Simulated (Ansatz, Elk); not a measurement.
# Bonding as seen by X-rays: CuPb2S2Br2

The structure of CuPb2S2Br2 used here is made up (a known structure type with other elements) and was relaxed beforehand with PBEsol. The aim is the Fourier transform of its all-electron density, F(hkl), set beside the sum over free spherical atoms that refinements use.

Main program and level: Elk 11.2.3 (patched build); DFT, PBE, all-electron APW+lo, Dirac cores, scalar-relativistic bands, static density, no spin.

This account leaves out most program logs.

The structure was built from a prototype and need not be the compound's stable phase.

### 1. The starting structure

It takes space group I4/mmm (No. 139, tetragonal). Conventional cell: a = 4.759 Å, b = 4.759 Å, c = 15.443 Å, α = 90.00°, β = 90.00°, γ = 90.00°. Pb has 4 S at 3.04 Å and 4 Br at 3.09 Å nearest. Nearest to Br lie 4 Pb at 3.09 Å. Nearest to Cu lie 4 S at 2.38 Å. Nearest to S lie 2 Cu at 2.38 Å and 4 Pb at 3.04 Å. Farther neighbours and most contacts between anions are not listed.

### 2. Ground state and structure factors

An all-electron density is needed, since X-rays see the cores too. Task 0 finds the density and task 195 Fourier-transforms it; tshift is off so that phases refer to the origin typed.

Input file elk.in:

```
tasks
  0
  195

xctype
  20

spinpol
  .false.

rgkmax
  7.0

gmaxvr
  14.0

lmaxo
  7

lmaxapw
  8

swidth
  0.002

tshift
  .false.

ramdisk
  .false.

hmaxvr
  5.5

maxscl
  120

epspot
  1e-06

sppath
  './'

avec
  -4.49634324574 4.49634324574 14.59139585272
  4.49634324574 -4.49634324574 14.59139585272
  4.49634324574 4.49634324574 -14.59139585272

atoms
  4
  'Pb.in'
  2
  0.6223863877 0.6223863877 -0.0000000000   0.000000 0.000000 0.000000
  0.3776136123 0.3776136123 -0.0000000000   0.000000 0.000000 0.000000
  'Br.in'
  2
  0.2500000000 0.7500000000 0.5000000000   0.000000 0.000000 0.000000
  0.7500000000 0.2500000000 0.5000000000   0.000000 0.000000 0.000000
  'Cu.in'
  1
  -0.0000000000 -0.0000000000 0.0000000000   0.000000 0.000000 0.000000
  'S.in'
  2
  -0.0000000000 0.5000000000 0.5000000000   0.000000 0.000000 0.000000
  0.5000000000 -0.0000000000 0.5000000000   0.000000 0.000000 0.000000

ngridk
  7 7 7
```

Started as:

```console
OMP_NUM_THREADS=4 elk
```

Run time: 2.1 min. Hardware: 4 threads of Arm Neoverse V1, shared host; peak memory 0.39 GiB.

SFACRHO.OUT:

```text

h k l indices transformed by vhmat matrix:
   1.000000000       0.000000000       0.000000000    
   0.000000000       1.000000000       0.000000000    
   0.000000000       0.000000000       1.000000000    

      h      k      l  multipl.   |H|            Re(F)            Im(F)           |F|

      0      0      0      1   0.0000000       295.00000      0.78107847E-15   295.00000    
      1      1     -1      2  0.43060893      -4.0204584     -0.35535976E-13   4.0204584    
     -1      0      0      8  0.73112035      -83.657357     -0.62099232E-14   83.657357    
     -2     -2      2      2  0.86121785      -34.703597     -0.68078479E-13   34.703597    
      2      1     -1      8  0.95151724       124.91500      0.60127224E-14   124.91500    
      0      0     -1      4  0.98811027       86.251305     -0.44689136E-13   86.251305    
     -2      0      1      8   1.0778618       63.966286     -0.30505201E-13   63.966286    
      2      3     -2      8   1.2833866       130.42270     -0.27910873E-14   130.42270    
      3      3     -3      2   1.2918268      -23.818802     -0.98826644E-13   23.818802    
      2      2     -1      8   1.3107472      -194.20696     -0.20066581E-13   194.20696    
     -1      1     -1      4   1.3973989       236.79881      0.41386742E-13   236.79881    
      2      0     -2      8   1.4622407      -5.5411283     -0.60682410E-13   5.5411283    
      0      1      1     16   1.5771052      -73.714135     -0.53610689E-14   73.714135    
     -4     -2      3      8   1.6264004       40.333700     -0.88595088E-13   40.333700    
      3      1     -3      8   1.6414689      -38.371205      0.13130929E-12   38.371205    
      3      4     -3      8   1.6612121      -60.019325      0.14397351E-13   60.019325    
     -2     -1      3     16   1.6905942       108.83127     -0.52668547E-14   108.83127    
      4      4     -4      2   1.7224357       219.42884      0.11720000E-12   219.42884
```

Elk indexes on the primitive cell of elk.in and gives |H| = 4π sin θ/λ in inverse bohr. Below, one row stands for each form hkl of the conventional cell (m members, Friedel mates merged), F is for one primitive cell and the density is static (no thermal factor). Free-atom factors are Waasmaier and Kirfel's, and R is Σm||F|−|F'||/Σm|F|.

```csv
hkl,m,sin θ/λ (Å⁻¹),"abs F, DFT",neutral atoms,diff.
002,2,0.065,4.021,4.001,+0.020
101,8,0.110,83.657,83.696,-0.038
004,2,0.130,34.704,35.556,-0.852
103,8,0.143,124.915,125.260,-0.345
110,4,0.149,86.251,87.351,-1.100
112,8,0.162,63.966,64.305,-0.339
105,8,0.193,130.423,130.739,-0.316
006,2,0.194,23.819,23.495,+0.323
114,8,0.197,194.207,193.712,+0.495
200,4,0.210,236.799,236.862,-0.063
202,8,0.220,5.541,5.283,+0.258
211,16,0.237,73.714,73.461,+0.253
116,8,0.245,40.334,40.580,-0.246
204,8,0.247,38.371,37.898,+0.473
107,8,0.250,60.019,59.739,+0.280
213,16,0.254,108.831,109.085,-0.254
008,2,0.259,219.429,220.012,-0.583
215,16,0.285,116.101,116.209,-0.108
206,8,0.286,22.374,22.124,+0.251
220,4,0.297,209.405,209.892,-0.487
118,8,0.299,76.555,76.539,+0.016
222,8,0.304,5.891,5.743,+0.148
```

### 3. The highest occupied states alone

An energy window below the Fermi level keeps the highest occupied states, to see at which angles they scatter; shallow core shells can lie inside it and anion s states outside. No new self-consistency is needed.

Changes to elk.in since step 2:

```diff
@@ -1,3 +1,2 @@
 tasks
-  0
   195
@@ -40,2 +39,5 @@
 
+wsfac
+  -0.303220 0.437770
+
 sppath
```

Started as:

```console
OMP_NUM_THREADS=4 elk
```

It took 34 s on 4 threads; peak memory 0.27 GiB; 41 s of CPU time.

States within 12 eV below the Fermi level hold 39.49 electrons; any levels below the window count with the cores, and a count that is not whole means the window cuts a band. Their amplitudes can exceed the total, where window and core parts have opposite phase:

```csv
hkl,sin θ/λ (Å⁻¹),"abs F, window","abs F, all"
002,0.065,10.975,4.021
101,0.110,6.640,83.657
004,0.130,18.326,34.704
103,0.143,9.518,124.915
110,0.149,0.503,86.251
112,0.162,6.886,63.966
105,0.193,7.401,130.423
006,0.194,7.432,23.819
114,0.197,0.617,194.207
200,0.210,11.609,236.799
```

### 4. Another try

In this try the input is made faulty on purpose, to show what that does.

The input is changed as shown.

Changes to elk.in since step 3:

```diff
@@ -1,2 +1,3 @@
 tasks
+  0
   195
@@ -34,3 +35,3 @@
 maxscl
-  120
+  3
 
@@ -38,5 +39,2 @@
   1e-06
-
-wsfac
-  -0.303220 0.437770
```

Started as:

```console
OMP_NUM_THREADS=4 elk
```

It took 49 s on 4 threads; peak memory 0.39 GiB.

The run stopped without converging, so none of its numbers is a property of the system.

The fault put into the input: too few SCF loops.

### 5. Another functional

The difference from free atoms is small, so it is set against the change that LDA (Perdew-Wang) makes.

Changes to elk.in since step 4:

```diff
@@ -5,3 +5,3 @@
 xctype
-  20
+  3
 
@@ -35,3 +35,3 @@
 maxscl
-  3
+  120
```

Started as:

```console
OMP_NUM_THREADS=4 elk
```

The job ended after 81 s (4 threads; peak memory 0.32 GiB; 4 min of CPU time).

Against the first run R = 0.03 %; the largest change is +0.092 at 004.

### 6. A coarser k-mesh

About half the k-points along each axis test the sampling.

Changes to elk.in since step 5:

```diff
@@ -5,3 +5,3 @@
 xctype
-  3
+  20
 
@@ -67,2 +67,2 @@
 ngridk
-  7 7 7
+  4 4 4
```

Started as:

```console
OMP_NUM_THREADS=4 elk
```

Elapsed: 72 s, on 4 threads; peak memory 0.39 GiB.

Against the first run R = 0.01 %; the largest change is +0.040 at 301.

### 7. Settings against the effect

```csv
run,R against the first run (%),"R against neutral atoms, low angle (%)",wall time
"PBE, rgkmax 7",0.00,0.31,2.1 min
LDA (Perdew-Wang),0.03,0.32,81 s
k-mesh 4×4×4,0.01,0.31,72 s
```

### 8. Outcome

```
R against neutral atoms, sin θ/λ < 0.3 Å⁻¹ : 0.31 %
R against neutral atoms, 0.3 to 0.65 Å⁻¹   : 0.12 %
```

**Reading.** Independent neutral atoms miss the calculated amplitudes by R = 0.31 % below 0.3 Å⁻¹ and 0.12 % from there to 0.65 Å⁻¹; by shells, 0.44 % below 0.15 Å⁻¹ (5 forms), 0.29 % 0.15 to 0.3 (16 forms), 0.15 % 0.3 to 0.45 (38 forms), 0.10 % above 0.45 (90 forms). Bonding, aspherical density and the tables' own atoms all enter these figures, and the runs don't part them. The largest change of an amplitude is -1.10 electrons, at 110. The window's part falls from 39.5 electrons at the origin to at most 2.85 between 0.45 and 0.65 Å⁻¹, where compact states inside the window still scatter. Below 0.3 Å⁻¹ the changes that finished (LDA (Perdew-Wang) and k-mesh 4×4×4) move F by R = 0.03 % at most, against the 0.31 % that separates it from free atoms. The basis has no finished test. These runs have no spin, though d or f shells may be open. The electron count is odd, so without spin the run is a metal by force. Spin-orbit coupling is left out, which can matter for elements this heavy. Part of the difference isn't bonding: the tables are fits to free atoms and ions calculated by other methods than this functional. Thermal motion, anomalous dispersion and extinction are left out.

[Logs are printed without paths, hosts, clocks, repeated set-up lines and the standing remarks that a program may print on its own settings, such as how far it seeks lower states.]

[Hosts, paths, dates, database ids (printed as entryN), source tags and the programs' standing remarks are cut or masked in the printed files.]
